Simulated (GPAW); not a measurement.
# Gap slopes of WSe2 (P6_3/mmc) from G0W0 (biaxial strain)

Aim: the gap of WSe2 (P6_3/mmc) under biaxial strain, by PBE and G0W0.

Method: PBE and many-body steps on it, plane waves, in GPAW 26.7.0.

The database entry behind the starting cell differs from later determinations by our own check (a about 0.2 % long), so it need not match the best structure at ambient conditions.

### 1. Set-up

The structure is hexagonal, space group P6_3/mmc (No. 194). Conventional cell: a = 3.290 Å, b = 3.290 Å, c = 12.970 Å, α = 90.00°, β = 90.00°, γ = 120.00°. Nearest to W lie 6 Se at 2.53 Å. Nearest to Se lie 3 W at 2.53 Å. Farther neighbours and most contacts between anions are not listed.

Coordinates:

```cif
data_structure
_symmetry_space_group_name_H-M 'P6_3/mmc'
_symmetry_Int_Tables_number 194
_cell_length_a 3.2900
_cell_length_b 3.2900
_cell_length_c 12.9700
_cell_angle_alpha 90.000
_cell_angle_beta 90.000
_cell_angle_gamma 120.000
_cell_volume 121.58
loop_
_atom_site_label
_atom_site_type_symbol
_atom_site_symmetry_multiplicity
_atom_site_Wyckoff_symbol
_atom_site_fract_x
_atom_site_fract_y
_atom_site_fract_z
_atom_site_occupancy
W1 W 2 c 0.33333 0.66667 0.25000 1
Se1 Se 4 f 0.33333 0.66667 0.62100 1
```

The cell is from the Crystallography Open Database; fractional positions held. Spin-orbit coupling is left out unless a step names it.

### 2. Ground state

This step: GPAW 26.7.0; DFT, PBE, plane waves, PAW.

The ground-state density comes first.

File run.py:

```python
import json
import numpy as np
from gpaw.mpi import world
from ase import Atoms
from gpaw import GPAW, PW, FermiDirac

atoms = Atoms(['W', 'W', 'Se', 'Se', 'Se', 'Se'],
    cell=[[3.2900000000, 0.0000000000, 0.0000000000],
      [-1.6450000000, 2.8492235785, 0.0000000000],
      [0.0000000000, 0.0000000000, 12.9700000000]],
    scaled_positions=[[0.3333333333, 0.6666666667, 0.2500000000],
      [0.6666666667, 0.3333333333, 0.7500000000],
      [0.3333333333, 0.6666666667, 0.6210000000],
      [0.6666666667, 0.3333333333, 0.1210000000],
      [0.3333333333, 0.6666666667, 0.8790000000],
      [0.6666666667, 0.3333333333, 0.3790000000]],
    pbc=(True, True, True))
calc = GPAW(mode=PW(450),
    xc='PBE',
    kpts={'size': (9, 9, 2), 'gamma': True},
    occupations=FermiDirac(0.001),
    nbands=-9,
    convergence={'density': 1e-6, 'bands': -3},
    maxiter=100,
    txt='gs.txt')
atoms.calc = calc
res = {'energy': atoms.get_potential_energy()}
kpts = calc.get_ibz_k_points()
res['kpts'] = kpts
res['eigenvalues'] = [calc.get_eigenvalues(kpt=k) for k in range(len(kpts))]
res['n_electrons'] = calc.get_number_of_electrons()
calc.write('gs.gpw')

if world.rank == 0:
    with open('result.json', 'w') as f:
        json.dump(res, f, default=lambda x: x.tolist())
```

The run is started by

```sh
mpirun -n 4 gpaw python run.py
```

Numbers of over 12 decimals in the logs are rounded to 6 here.

Log:

```text
__  _  _
 | _ |_)|_||  |
 |__||  | ||/\| - 26.7.0

Input parameters:
  mode=PW(ecut=450.000000),
  convergence={'density': 1e-06, 'bands': -3},
  kpts=MonkhorstPack(size=(9, 9, 2), gamma=True),
  maxiter=100,
  nbands=-9,
  occupations=Occupations(name='fermi-dirac', width=0.001, fixmagmom=False),
  xc=XC(name='PBE')
  [... matrices ...]
Diagonalizing LCAO Hamiltonian
Converting LCAO to pw mode

        Se

[...]
|         18 |         6.046 |     2.000 |
|         19 |         7.155 |     2.000 |
[...]
|         33 |        11.647 |     0.000 |
|         34 |        13.214 |     0.000 |

Gap: 1.062 eV
Transition (v -> c):
  (s=0, k=0, n=25, [0.00, 0.00, 0.00]) -> (s=0, k=8, n=26, [0.33, -0.11, 0.00])
Direct/indirect transitions are different
Direct gap: 1.524 eV
Transition at: (s=0, k=12, n=25, [0.33, 0.33, 0.00])
# Writing to gs.gpw (mode='')
  [... matrices ...]
[key lines of the parts left out:]
Converged in 13 steps
Free energy:     -40.354164
dipole moment: (0.000028, 0.000048, 0.000217)  # |e|*Ang
Fermi level: 9.360
```

Run time: 9.9 s. Hardware: 4 MPI ranks of AMD EPYC 9R45, shared host; peak memory 0.82 GiB.

Numbers from this step:

* total energy: -40.35 eV
* gap: 1.062 eV
* k of the valence top: 0, 0, 0
* k of the conduction bottom: 0.3333, -0.1111, 0
* least direct gap: 1.524 eV

The gap is indirect, with the least direct gap 0.46 eV higher.

### 3. Empty states on the mesh, 6×6×1 mesh, 568 bands

The sums over transitions need many empty states on a uniform mesh; this step solves for them.

File run.py:

```python
import json
import numpy as np
from gpaw.mpi import world
from gpaw import GPAW

calc = GPAW('gs.gpw').fixed_density(kpts={'size': (6, 6, 1), 'gamma': True},
    parallel={'domain': 1, 'band': 1},
    txt='nscf.txt')
calc.diagonalize_full_hamiltonian(nbands=568)
calc.write('full.gpw', mode='all')
res = {}
kpts = calc.get_ibz_k_points()
res['kpts'] = kpts
res['eigenvalues'] = [calc.get_eigenvalues(kpt=k) for k in range(len(kpts))]
res['n_electrons'] = calc.get_number_of_electrons()

if world.rank == 0:
    with open('result.json', 'w') as f:
        json.dump(res, f, default=lambda x: x.tolist())
```

The run is started by

```sh
mpirun -n 4 gpaw python run.py
```

Log:

```text
Diagonalizing LCAO Hamiltonian
Converting LCAO to pw mode
convergence criteria:
- Maximum integral of absolute [eigenst]ate change: 4e-08 eV^2 / valence electron
maximum number of iterations: 100

SCF iterations
|iter     |     time |      energy | eigst |  dens |
|iter:   1|  |             | +0.14 |       |
|iter:   2|  |             | -1.47 |       |
|iter:   3|  |             | -2.53 |       |
[...]
|iter:   8|  |             | -6.65 |       |
|iter:   9|  |             | -7.05 |       |
|iter:  10|  |             | -7.87c|       |
SCF steps: 10
  __  _  _
 | _ |_)|_||  |
 |__||  | ||/\| - 26.7.0

Input parameters:
  mode=PW(ecut=450.000000),
  convergence={'density': 1e-06, 'bands': -3},
  gpts=array([18, 18, 64]),
  kpts=MonkhorstPack(size=(6, 6, 1), gamma=True),
  maxiter=100,
  nbands=35,
  occupations=Occupations(name='fermi-dirac', width=0.001, fixmagmom=False),
  parallel={'domain': 1, 'band': 1},
  xc=XC(name='PBE')
Matrix size: 2637x2637
# Writing to full.gpw (mode='all')
  [... matrices ...]

timing:  # [seconds]
  Total: 18.023  # ━━━━━━━━━━━━━━━━━━━━━━━━━━━━━━━━━━━━━━━━━━━━━━━━━━━━━━━━━━
```

The job ended after 23 s (4 MPI ranks; peak memory 2.8 GiB; 90 s of CPU time).

Numbers from this step:

```yaml
gap: 0.9662 eV
k_of_the_valence_top: 0, 0, 0
k_of_the_conduction_bottom: 0.3333, -0.1667, 0
least_direct_gap: 1.524 eV
k_points_computed: 7
lowest_point_of_the_top_converged_band_above_the_valence_top: 142.9387 eV
```

On this mesh the gap is 0.966 eV.

### 4. G0W0, strain +0 %

Now the one-shot GW correction: screening in the RPA, then the self-energy of the levels asked for.

This step: G0W0 on PBE, plane waves, PAW.

File run.py:

```python
import json
import numpy as np
from gpaw.mpi import world
from gpaw.response.g0w0 import G0W0

gw = G0W0('full.gpw',
    filename='gw',
    kpts=[0, 2, 4],
    bands=(24, 28),
    ecut=np.float64(160.0),
    integrate_gamma='WS',
    ppa=True,
    ecut_extrapolation=True)
gw.calculate()
res = {mode: {k: v for k, v in r.items() if k != 'sigma_eskwn'}
       for mode, r in gw.all_results.items()}

if world.rank == 0:
    with open('result.json', 'w') as f:
        json.dump(res, f, default=lambda x: x.tolist())
```

The run is started by

```sh
mpirun -n 4 gpaw python run.py
```

Log:

```text
Using integrator: PointIntegrator
FrequencyGridDescriptor(from 0.000+0.000j to 0.000+27.211j eV, 2 points)
Nonperiodic BCs:  [False False False]
Using integrator: PointIntegrator
FrequencyGridDescriptor(from 0.000+0.000j to 0.000+27.211j eV, 2 points)
Nonperiodic BCs:  [False False False]
  ___  _ _ _
 |   || | | |
 | | || | | |
 |__ ||_____|
 |___|

BZ k-points: Symmetries present (total): 12

  [... matrices ...]
36 k-points: 6 x 6 x 1 Monkhorst-Pack grid + [1/12,1/12,0.000000]
7 k-points in the irreducible part of the Brillouin zone
       k-points in crystal coordinates                weights
   0:     0.00000000    0.00000000    0.00000000          1/36
   1:     0.16666667    0.00000000    0.00000000          6/36
   2:     0.33333333   -0.16666667    0.00000000          6/36
   3:     0.33333333    0.00000000    0.00000000          6/36
   4:     0.33333333    0.33333333    0.00000000          2/36
   5:     0.50000000    0.33333333    0.00000000         12/36
   6:     0.50000000    0.50000000    0.00000000          3/36

Distributing spins, k-points and bands (1 x 3 x 4) over 4 processes
Number of blocks: 1

Quasi particle states:
k-points (IBZ indices): [0, 2, 4]
Band range: (24, 28)
  [... matrices ...]
Computational parameters:
Extrapolating to infinite plane wave cut-off using points at:
  137.884 eV
  147.917 eV
  160.000 eV
Number of bands: 558
Coulomb cutoff: None
Broadening: 0.1 eV

fxc modes: GW
Kernel: RPA
Using Godby-Needs plasmon-pole approximation:
  Fitting energy: i*E0, E0 = 1.000 Hartree
Summing all q:

Calculating screened Coulomb potential
No Coulomb truncation
FrequencyGridDescriptor(from 0.000+0.000j to 0.000+27.211j eV, 2 points)
Removing empty qpoint cache files...

Calculating chi0 body with:
    Ground state adapter containing:
    Number of spins: 1
    Number of kpoints: 36
    Number of irreducible kpoints: 7
    Number of completely occupied states: 26
    Number of partially occupied states: 26
    Occupied states memory: 8.2265625 M / cpu

    Linear response parametrization:
    q_c: [1.3877787807814457e-17, 1.3877787807814457e-17, 0.0]
    Number of frequency points: 2
    Planewave cutoff: 160.0
    Number of bands: 558
    Number of planewaves: 549
    Broadening (eta): 1e-06
    comm.size: 4
    kncomm.size: 4
    blockcomm.size: 1

    Memory estimate of potentially large arrays:
        chi0_wGG: 9.198029 M / cpu
Integrating chi0 body.

Symmetries of q_c:
    Direct symmetries (Uq -> q): 12
    Indirect symmetries (TUq -> q): 0
In total 12 allowed symmetries.

  [... matrices ...]
7 groups of equivalent kpoints. 80.555556% reduction.

Integral kind: response function
Integrating chi0 head and wings.

Symmetries of q_c:
    Direct symmetries (Uq -> q): 12
    Indirect symmetries (TUq -> q): 0
In total 12 allowed symmetries.

  [... matrices ...]
7 groups of equivalent kpoints. 80.555556% reduction.

Integral kind: response function wings

Calculating chi0 body with:
    Ground state adapter containing:
    Number of spins: 1
    Number of kpoints: 36
    Number of irreducible kpoints: 7
    Number of completely occupied states: 26
    Number of partially occupied states: 26
[... the further q-points ...]
Extrapolating selfenergy to infinite energy cutoff:
  Performing linear fit to 3 points
  Warning: Bad quality of linear fit for some (n,k).
           Higher cutoff might be necessary.
  Minimum R^2 = 0.0026. (R^2 Should be close to 1)
  [... matrices ...]
Results:
f:      Occupation numbers
eps:     KS-eigenvalues [eV]
vxc:     KS vxc [eV]
exx:     Exact exchange [eV]
sigma:   Self-energies [eV]
dsigma:  Self-energy derivatives
Z:       Renormalization factors
qp:      QP-energies [eV]

k-point 0 (0): (0.000, 0.000, 0.000)                GW
band       f     eps     vxc     exx   sigma  dsigma       Z      qp
                                                                   GW
  24   1.000   7.640 -15.898 -18.139   1.359  -0.255   0.797   6.937
  25   1.000   8.714 -18.769 -19.320   0.244  -0.275   0.784   8.473
  26   0.000  11.344 -18.203 -13.909  -4.017  -0.259   0.794  11.564
[...]
k-point 1 (2): (0.333, -0.167, 0.000)                GW
band       f     eps     vxc     exx   sigma  dsigma       Z      qp
                                                                   GW
[...]
k-point 2 (4): (0.333, 0.333, 0.000)                GW
band       f     eps     vxc     exx   sigma  dsigma       Z      qp
                                                                   GW
[...]
26   0.000  10.028 -19.690 -15.623  -3.704  -0.282   0.780  10.311
  27   0.000  10.028 -19.690 -15.623  -3.704  -0.282   0.780  10.311
```

The job ended after 20 min (4 MPI ranks; peak memory 2.6 GiB; 82 min of CPU time).

This step gave:

```
quasiparticle gap on the points computed              : 1.315 eV
least direct quasiparticle gap on the computed points : 2.054 eV
Z at the valence top                                  : 0.7840
Z at the conduction bottom                            : 0.7925
starting gap on the mesh                              : 0.9662 eV
k of the valence top                                  : 0, 0, 0
k of the conduction bottom                            : 0.3333, -0.1667, 0
gaps at the cutoffs of the extrapolation              : 1.275, 1.279, 1.283 eV
```

The gap on the mesh goes from 0.97 eV to 1.32 eV, a correction of +0.35 eV. The start differs from the 1.06 eV found before because the two sample other k points.

### 5. One-shot HSE06, strain +0 %

This step: one-shot HSE06 levels on PBE orbitals, plane waves, PAW.

File run.py:

```python
import json
import numpy as np
from gpaw.mpi import world
from gpaw.hybrids.eigenvalues import non_self_consistent_eigenvalues

dft, vxc, vxc_hyb = non_self_consistent_eigenvalues('full.gpw', 'HSE06', 24, 28, kpt_indices=[0, 2, 4])
res = {'dft': dft[0], 'hybrid': (dft - vxc + vxc_hyb)[0]}
if world.rank == 0:
    with open('hybrid.txt', 'w') as f:
        for k, e0, e1 in zip([0, 2, 4], res['dft'], res['hybrid']):
            print(k, ' '.join(f'{x:9.4f}' for x in e0), '|', ' '.join(f'{x:9.4f}' for x in e1), file=f)

if world.rank == 0:
    with open('result.json', 'w') as f:
        json.dump(res, f, default=lambda x: x.tolist())
```

The run is started by

```sh
mpirun -n 4 gpaw python run.py
```

Log:

```text
IBZ(<points: 7, symmetries: 12>)
Occupied bands: 26
Transforming wave functions from IBZ to BZ: 0.019 seconds
Distributing wave functions and iFFT-ing to real space: 0.201 seconds
Calculating eigenvalues:
  k-points: 3
  Bands: 24-27 (inclusive)
  Seconds: 0.922 (wave-function broadcasting: 0.011 seconds)
HSE06-eigenvalue shifts:
  min: -0.526 eV
  ave: 0.050 eV
  max: 0.409 eV
```

It took 4.6 s on 4 MPI ranks; peak memory 1.1 GiB.

This step gave:

```yaml
starting_gap_on_the_mesh: 0.9662 eV
hybrid_gap_on_the_mesh: 1.369 eV
least_direct_hybrid_gap_on_the_computed_points: 2.024 eV
```

### 6. G0W0, strain -1 %

This step: G0W0 on PBE, plane waves, PAW.

The cell differs from the one that the last finished run ended in (a 3.290 → 3.257 Å, b 3.290 → 3.257 Å).

File run.py:

```python
import json
import numpy as np
from gpaw.mpi import world
from gpaw.response.g0w0 import G0W0

gw = G0W0('full.gpw',
    filename='gw',
    kpts=[0, 2, 4],
    bands=(24, 28),
    ecut=np.float64(162.159),
    integrate_gamma='WS',
    ppa=True,
    ecut_extrapolation=True)
gw.calculate()
res = {mode: {k: v for k, v in r.items() if k != 'sigma_eskwn'}
       for mode, r in gw.all_results.items()}

if world.rank == 0:
    with open('result.json', 'w') as f:
        json.dump(res, f, default=lambda x: x.tolist())
```

The run is started by

```sh
mpirun -n 4 gpaw python run.py
```

Log:

```text
Using integrator: PointIntegrator
FrequencyGridDescriptor(from 0.000+0.000j to 0.000+27.211j eV, 2 points)
Nonperiodic BCs:  [False False False]
Using integrator: PointIntegrator
FrequencyGridDescriptor(from 0.000+0.000j to 0.000+27.211j eV, 2 points)
Nonperiodic BCs:  [False False False]
  ___  _ _ _
 |   || | | |
 | | || | | |
 |__ ||_____|
 |___|

BZ k-points: Symmetries present (total): 12

  [... matrices ...]
36 k-points: 6 x 6 x 1 Monkhorst-Pack grid + [1/12,1/12,0.000000]
7 k-points in the irreducible part of the Brillouin zone
[...]
26   0.000  11.712 -18.243 -13.933  -4.033  -0.265   0.791  11.931
[...]
k-point 1 (2): (0.333, -0.167, 0.000)                GW
band       f     eps     vxc     exx   sigma  dsigma       Z      qp
                                                                   GW
[...]
k-point 2 (4): (0.333, 0.333, 0.000)                GW
band       f     eps     vxc     exx   sigma  dsigma       Z      qp
                                                                   GW
[...]
26   0.000  10.403 -19.781 -15.664  -3.745  -0.279   0.782  10.694
  27   0.000  10.403 -19.781 -15.664  -3.745  -0.279   0.782  10.694
```

Run time: 19 min. Hardware: 4 MPI ranks; peak memory 2.4 GiB.

Numbers from this step:

```
quasiparticle gap on the points computed              : 1.334 eV
least direct quasiparticle gap on the computed points : 2.171 eV
starting gap on the mesh                              : 0.9820 eV
k of the valence top                                  : 0, 0, 0
k of the conduction bottom                            : 0.3333, -0.1667, 0
gaps at the cutoffs of the extrapolation              : 1.296, 1.300, 1.304 eV
```

The gap on the mesh goes from 0.98 eV to 1.33 eV, a correction of +0.35 eV.

Ground state, empty states and screening of this cell were made anew, as for the first cell; those steps are not shown. Ions: fractional positions held.

### 7. One-shot HSE06, strain -1 %

This step: one-shot HSE06 levels on PBE orbitals, plane waves, PAW.

File run.py:

```python
import json
import numpy as np
from gpaw.mpi import world
from gpaw.hybrids.eigenvalues import non_self_consistent_eigenvalues

dft, vxc, vxc_hyb = non_self_consistent_eigenvalues('full.gpw', 'HSE06', 24, 28, kpt_indices=[0, 2, 4])
res = {'dft': dft[0], 'hybrid': (dft - vxc + vxc_hyb)[0]}
if world.rank == 0:
    with open('hybrid.txt', 'w') as f:
        for k, e0, e1 in zip([0, 2, 4], res['dft'], res['hybrid']):
            print(k, ' '.join(f'{x:9.4f}' for x in e0), '|', ' '.join(f'{x:9.4f}' for x in e1), file=f)

if world.rank == 0:
    with open('result.json', 'w') as f:
        json.dump(res, f, default=lambda x: x.tolist())
```

The run is started by

```sh
mpirun -n 4 gpaw python run.py
```

Log:

```text
IBZ(<points: 7, symmetries: 12>)
Occupied bands: 26
Transforming wave functions from IBZ to BZ: 0.017 seconds
Distributing wave functions and iFFT-ing to real space: 0.144 seconds
Calculating eigenvalues:
  k-points: 3
  Bands: 24-27 (inclusive)
  Seconds: 0.728 (wave-function broadcasting: 0.011 seconds)
HSE06-eigenvalue shifts:
  min: -0.535 eV
  ave: 0.046 eV
  max: 0.411 eV
```

Wall time 3.9 s (4 MPI ranks); peak memory 0.74 GiB.

Numbers from this step:

* starting gap on the mesh: 0.9820 eV
* hybrid gap on the mesh: 1.389 eV
* least direct hybrid gap on the computed points: 2.146 eV

### 8. G0W0, strain +1 %

This step: G0W0 on PBE, plane waves, PAW.

The cell differs from the one that the last finished run ended in (a 3.257 → 3.323 Å, b 3.257 → 3.323 Å).

File run.py:

```python
import json
import numpy as np
from gpaw.mpi import world
from gpaw.response.g0w0 import G0W0

gw = G0W0('full.gpw',
    filename='gw',
    kpts=[0, 2, 4],
    bands=(24, 28),
    ecut=np.float64(157.891),
    integrate_gamma='WS',
    ppa=True,
    ecut_extrapolation=True)
gw.calculate()
res = {mode: {k: v for k, v in r.items() if k != 'sigma_eskwn'}
       for mode, r in gw.all_results.items()}

if world.rank == 0:
    with open('result.json', 'w') as f:
        json.dump(res, f, default=lambda x: x.tolist())
```

The run is started by

```sh
mpirun -n 4 gpaw python run.py
```

Log:

```text
Using integrator: PointIntegrator
FrequencyGridDescriptor(from 0.000+0.000j to 0.000+27.211j eV, 2 points)
Nonperiodic BCs:  [False False False]
Using integrator: PointIntegrator
FrequencyGridDescriptor(from 0.000+0.000j to 0.000+27.211j eV, 2 points)
Nonperiodic BCs:  [False False False]
  ___  _ _ _
 |   || | | |
 | | || | | |
 |__ ||_____|
 |___|

BZ k-points: Symmetries present (total): 12

  [... matrices ...]
36 k-points: 6 x 6 x 1 Monkhorst-Pack grid + [1/12,1/12,0.000000]
7 k-points in the irreducible part of the Brillouin zone
[...]
26   0.000  10.988 -18.166 -13.886  -4.010  -0.301   0.769  11.195
[...]
k-point 1 (2): (0.333, -0.167, 0.000)                GW
band       f     eps     vxc     exx   sigma  dsigma       Z      qp
                                                                   GW
[...]
k-point 2 (4): (0.333, 0.333, 0.000)                GW
band       f     eps     vxc     exx   sigma  dsigma       Z      qp
                                                                   GW
[...]
26   0.000   9.666 -19.604 -15.586  -3.668  -0.286   0.778   9.939
  27   0.000   9.666 -19.604 -15.586  -3.668  -0.286   0.778   9.939
```

The job ended after 19 min (4 MPI ranks; peak memory 2.6 GiB; 78 min of CPU time).

This step gave:

- quasiparticle gap on the points computed: 1.298 eV
- least direct quasiparticle gap on the computed points: 1.943 eV
- starting gap on the mesh: 0.9546 eV
- k of the valence top: 0, 0, 0
- k of the conduction bottom: 0.3333, -0.1667, 0
- gaps at the cutoffs of the extrapolation: 1.258, 1.262, 1.266 eV

The gap on the mesh goes from 0.95 eV to 1.30 eV, a correction of +0.34 eV.

Again on this cell's own states.

### 9. One-shot HSE06, strain +1 %

This step: one-shot HSE06 levels on PBE orbitals, plane waves, PAW.

File run.py:

```python
import json
import numpy as np
from gpaw.mpi import world
from gpaw.hybrids.eigenvalues import non_self_consistent_eigenvalues

dft, vxc, vxc_hyb = non_self_consistent_eigenvalues('full.gpw', 'HSE06', 24, 28, kpt_indices=[0, 2, 4])
res = {'dft': dft[0], 'hybrid': (dft - vxc + vxc_hyb)[0]}
if world.rank == 0:
    with open('hybrid.txt', 'w') as f:
        for k, e0, e1 in zip([0, 2, 4], res['dft'], res['hybrid']):
            print(k, ' '.join(f'{x:9.4f}' for x in e0), '|', ' '.join(f'{x:9.4f}' for x in e1), file=f)

if world.rank == 0:
    with open('result.json', 'w') as f:
        json.dump(res, f, default=lambda x: x.tolist())
```

The run is started by

```sh
mpirun -n 4 gpaw python run.py
```

Log:

```text
IBZ(<points: 7, symmetries: 12>)
Occupied bands: 26
Transforming wave functions from IBZ to BZ: 0.018 seconds
Distributing wave functions and iFFT-ing to real space: 0.195 seconds
Calculating eigenvalues:
  k-points: 3
  Bands: 24-27 (inclusive)
  Seconds: 0.895 (wave-function broadcasting: 0.010 seconds)
HSE06-eigenvalue shifts:
  min: -0.518 eV
  ave: 0.054 eV
  max: 0.407 eV
```

Elapsed: 4.2 s, on 4 MPI ranks; peak memory 1.1 GiB; 16 s of CPU time.

This step gave:

- starting gap on the mesh: 0.9546 eV
- hybrid gap on the mesh: 1.354 eV
- least direct hybrid gap on the computed points: 1.910 eV

[end of part 1 of 2]

[Paths, hosts, dates, memory and timing lines, banners, echoed tables and standing remarks are left out of the program output.]

[Logs are printed without paths, hosts, clocks, repeated set-up lines and the standing remarks that a program may print on its own settings, such as how far it seeks lower states.]

[Runs of the session that timed out or met a known fault of the program may be left out.]

[Hosts, paths, dates, database ids (printed as entryN), source tags and the programs' standing remarks are cut or masked in the printed files.]
